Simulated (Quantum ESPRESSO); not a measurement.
# MnPt3: energy against a fixed spin moment, part 2 of 2

How stiff is the total moment of MnPt3, and does E(M) have further minima?

Quantum ESPRESSO 7.5; LDA; plane waves with GBRV 1.5 LDA potentials, no spin-orbit coupling.

So far, absolute magnetization (μB): step 2 (No moment imposed) 4.28.

## Step 4: Moment fixed at 0.695 μB (continued)

Spin moment in the atom's sphere by atom:

| atom | spin moment in the atom's sphere (μB) |
| --- | --- |
| Mn1 | 1.29 |
| Pt2 | -0.20 |
| Pt3 | -0.20 |
| Pt4 | -0.20 |

Read from the output:

```yaml
magnetization: 0.695 μB
absolute_magnetization: 1.976 μB
half_the_difference_of_the_two_fermi_energies: -230.3 meV
```

## Step 5: Moment fixed at 1.39 μB

Contents of pw.in:

```
&CONTROL
  calculation = 'scf'
  prefix = 'pwscf'
  outdir = './tmp'
  pseudo_dir = './pseudo'
  disk_io = 'nowf'
  tprnfor = .true.
  tstress = .true.
/
&SYSTEM
  ibrav = 0
  celldm(1) = 8
  nat = 4
  ntyp = 2
  ecutwfc = 40
  ecutrho = 280
  nbnd = 45
  occupations = 'smearing'
  smearing = 'fd'
  degauss = 0.00734986
  nspin = 2
  starting_magnetization(1) = 0.0927
  starting_magnetization(2) = 0
  tot_magnetization = 1.39
/
&ELECTRONS
  conv_thr = 8d-09
  electron_maxstep = 150
  mixing_beta = 0.3
/
ATOMIC_SPECIES
Mn     54.9380 mn_lda_v1.5.uspp.F.UPF
Pt    195.0840 pt_lda_v1.4.uspp.F.UPF
CELL_PARAMETERS alat
   0.9212414857551    0.0000000000000    0.0000000000000
   0.0000000000000    0.9212414857551    0.0000000000000
   0.0000000000000    0.0000000000000    0.9212414857551
ATOMIC_POSITIONS crystal
Mn      0.0000000000    0.0000000000    0.0000000000
Pt      0.0000000000    0.5000000000    0.5000000000
Pt      0.5000000000    0.0000000000    0.5000000000
Pt      0.5000000000    0.5000000000    0.0000000000
K_POINTS automatic
8 8 8 0 0 0
```

Run with:

```
$ OMP_NUM_THREADS=1 mpirun -n 2 pw.x -nk 2 -in pw.in > pw.out
```

Output:

```text
     [... lines left out ...]
Program PWSCF v.7.5 starts
     [... lines left out ...]
     number of atoms/cell      =            4
     [... lines left out ...]
     number of electrons       =        63.00 (up:  32.20, down:  30.80)
     number of Kohn-Sham states=           45
     kinetic-energy cutoff     =      40.0000  Ry
     charge density cutoff     =     280.0000  Ry
     scf convergence threshold =      8.0E-09
     [... lines left out ...]
     48 Sym. Ops., with inversion, found
     [... lines left out ...]
     number of k points=    35  Fermi-Dirac smearing, width (Ry)=  0.0073
     [... lines left out ...]
     iteration # 18     ecut=    40.00 Ry     beta= 0.30
     [... lines left out ...]
     Magnetic moment per site  (integrated on atomic sphere of radius R)
     atom   1 (R=0.269)  charge= 13.7406  magn=  2.1028
     atom   2 (R=0.269)  charge= 14.0093  magn= -0.2329
     atom   3 (R=0.269)  charge= 14.0093  magn= -0.2329
     atom   4 (R=0.269)  charge= 14.0093  magn= -0.2329
     [... lines left out ...]
     the spin up/dw Fermi energies are    20.2772   20.9757 ev
!    total energy              =    -843.61561131 Ry
     estimated scf accuracy    <          2.5E-10 Ry
     smearing contrib. (-TS)   =      -0.01902442 Ry
     [... lines left out ...]
     total magnetization       =     1.39 Bohr mag/cell
     absolute magnetization    =     2.94 Bohr mag/cell
     convergence has been achieved in  18 iterations
     [... lines left out ...]
     Total force =     0.000000     Total SCF correction =     0.000000
     [... lines left out ...]
          total   stress  (Ry/bohr**3)                   (kbar)     P=     -173.29
     [... lines left out ...]
```

It took 63 s on 2 MPI ranks of Arm Neoverse V2, shared host; peak memory 0.3 GiB; 2.1 min of CPU time.

Read from the output:

* magnetization: 1.39 μB
* absolute magnetization: 2.94 μB
* half the difference of the two Fermi energies: -349.2 meV
* largest moment: 2.103 μB

## Step 6: An input with a fault

As a test, an input with a fault in it is run.

Contents of pw.in:

```
&CONTROL
  calculation = 'scf'
  prefix = 'pwscf'
  outdir = './tmp'
  pseudo_dir = './pseudo'
  disk_io = 'nowf'
  tprnfor = .true.
  tstress = .true.
/
&SYSTEM
  ibrav = 0
  nat = 4
  ntyp = 2
  ecutwfc = 40
  ecutrho = 280
  nbnd = 43
  occupations = 'smearing'
  smearing = 'fd'
  degauss = 0.00734986
  nspin = 2
  lspinorb = .true.
  starting_magnetization(1) = 0.2333
  starting_magnetization(2) = 0
/
&ELECTRONS
  conv_thr = 8d-09
  electron_maxstep = 60
  mixing_beta = 0.3
/
ATOMIC_SPECIES
Mn     54.9380 mn_lda_v1.5.uspp.F.UPF
Pt    195.0840 pt_lda_v1.4.uspp.F.UPF
CELL_PARAMETERS angstrom
   3.9000000000    0.0000000000    0.0000000000
   0.0000000000    3.9000000000    0.0000000000
   0.0000000000    0.0000000000    3.9000000000
ATOMIC_POSITIONS crystal
Mn      0.0000000000    0.0000000000    0.0000000000
Pt      0.0000000000    0.5000000000    0.5000000000
Pt      0.5000000000    0.0000000000    0.5000000000
Pt      0.5000000000    0.5000000000    0.0000000000
K_POINTS automatic
8 8 8 0 0 0
```

Output:

```text
     [... lines left out ...]
Program PWSCF v.7.5 starts
     Error in routine setup (1):
     spin orbit requires a non collinear calculation
 %%%%%%%%%%%%%%%%%%%%%%%%%%%%%%%%%%%%%%%%%%%%%%%%%%%%%%%%%%%%%%%%%%%%%%%%%%%%%%
     stopping ...
```

Elapsed: 0.67 s, on 2 MPI ranks; peak memory 0.05 GiB.

The program refused the input before any cycle.

The program's message: “setup (1): spin orbit requires a non collinear calculation”

The fault put into the input: spin-orbit coupling without noncolin.

## Step 7: All moments

The runs not shown differ in the target, the start and the number of states alone. The point at 4.12 μB is the free run, entered with slope zero.

Table of energy over the lowest by total spin moment:

| total spin moment (μB a cell) | energy over the lowest (meV a cell) |
| --- | --- |
| 0.00 | 1137 |
| 0.69 | 1045 |
| 1.39 | 841 |
| 2.09 | 570 |
| 2.78 | 273 |
| 3.48 | 56.2 |
| 4.12 | 0 |
| 4.17 | 0.365 |
| 4.87 | 77.2 |
| 5.56 | 303 |

Table of dE/dM by total spin moment:

| total spin moment (μB a cell) | dE/dM (meV/μB) |
| --- | --- |
| 0.00 | 0.0170 |
| 0.69 | -230 |
| 1.39 | -349 |
| 2.09 | -420 |
| 2.78 | -416 |
| 3.48 | -178 |
| 4.12 | 0 |
| 4.17 | 14.2 |
| 4.87 | 210 |
| 5.56 | 446 |

Table of largest site moment by total spin moment:

| total spin moment (μB a cell) | largest site moment (μB) |
| --- | --- |
| 0.00 | 1.6e-4 |
| 0.69 | 1.29 |
| 1.39 | 2.10 |
| 2.09 | 2.76 |
| 2.78 | 3.31 |
| 3.48 | 3.57 |
| 4.12 | 3.64 |
| 4.17 | 3.64 |
| 4.87 | 3.71 |
| 5.56 | 3.82 |

## Step 8: Results

```
moment of the free run                              : 4.12 μB a cell
energy at zero total moment                         : 1137 meV a cell over the lowest
ΔE/ΔM² from the lowest point to 4.87 and to 3.48 μB : 139 and 136 meV/μB²
```

What this shows: At zero total moment the site moments vanish, so the 1137 meV a cell is the energy of forming them. The points show one minimum alone. The cell holds one seeded atom, so opposed orders, which may lie lower, cannot form in it. Energies are free energies at an electronic temperature of 1160 K, which lowers moments and differences where the moments are itinerant.

[Long decimals in the printed logs are rounded to 6 places.]

[Logs and program files are shortened in this print: banners, set-up blocks, solver, clock and traceback lines can be left out without a mark of their own.]

[Logs are printed without paths, hosts, clocks, repeated set-up lines and the standing remarks that a program may print on its own settings, such as how far it seeks lower states.]

[Hosts, paths, dates, database ids (printed as entryN), source tags and the programs' standing remarks are cut or masked in the printed files.]

[Where the starting crystal was built by hand or by swapping elements, it need not be the compound's stable phase.]

[Where a cell is said to come from a database of computed structures, the database is the Materials Project.]

[Lattice constants that a cell's source calls measured were typed from memory.]
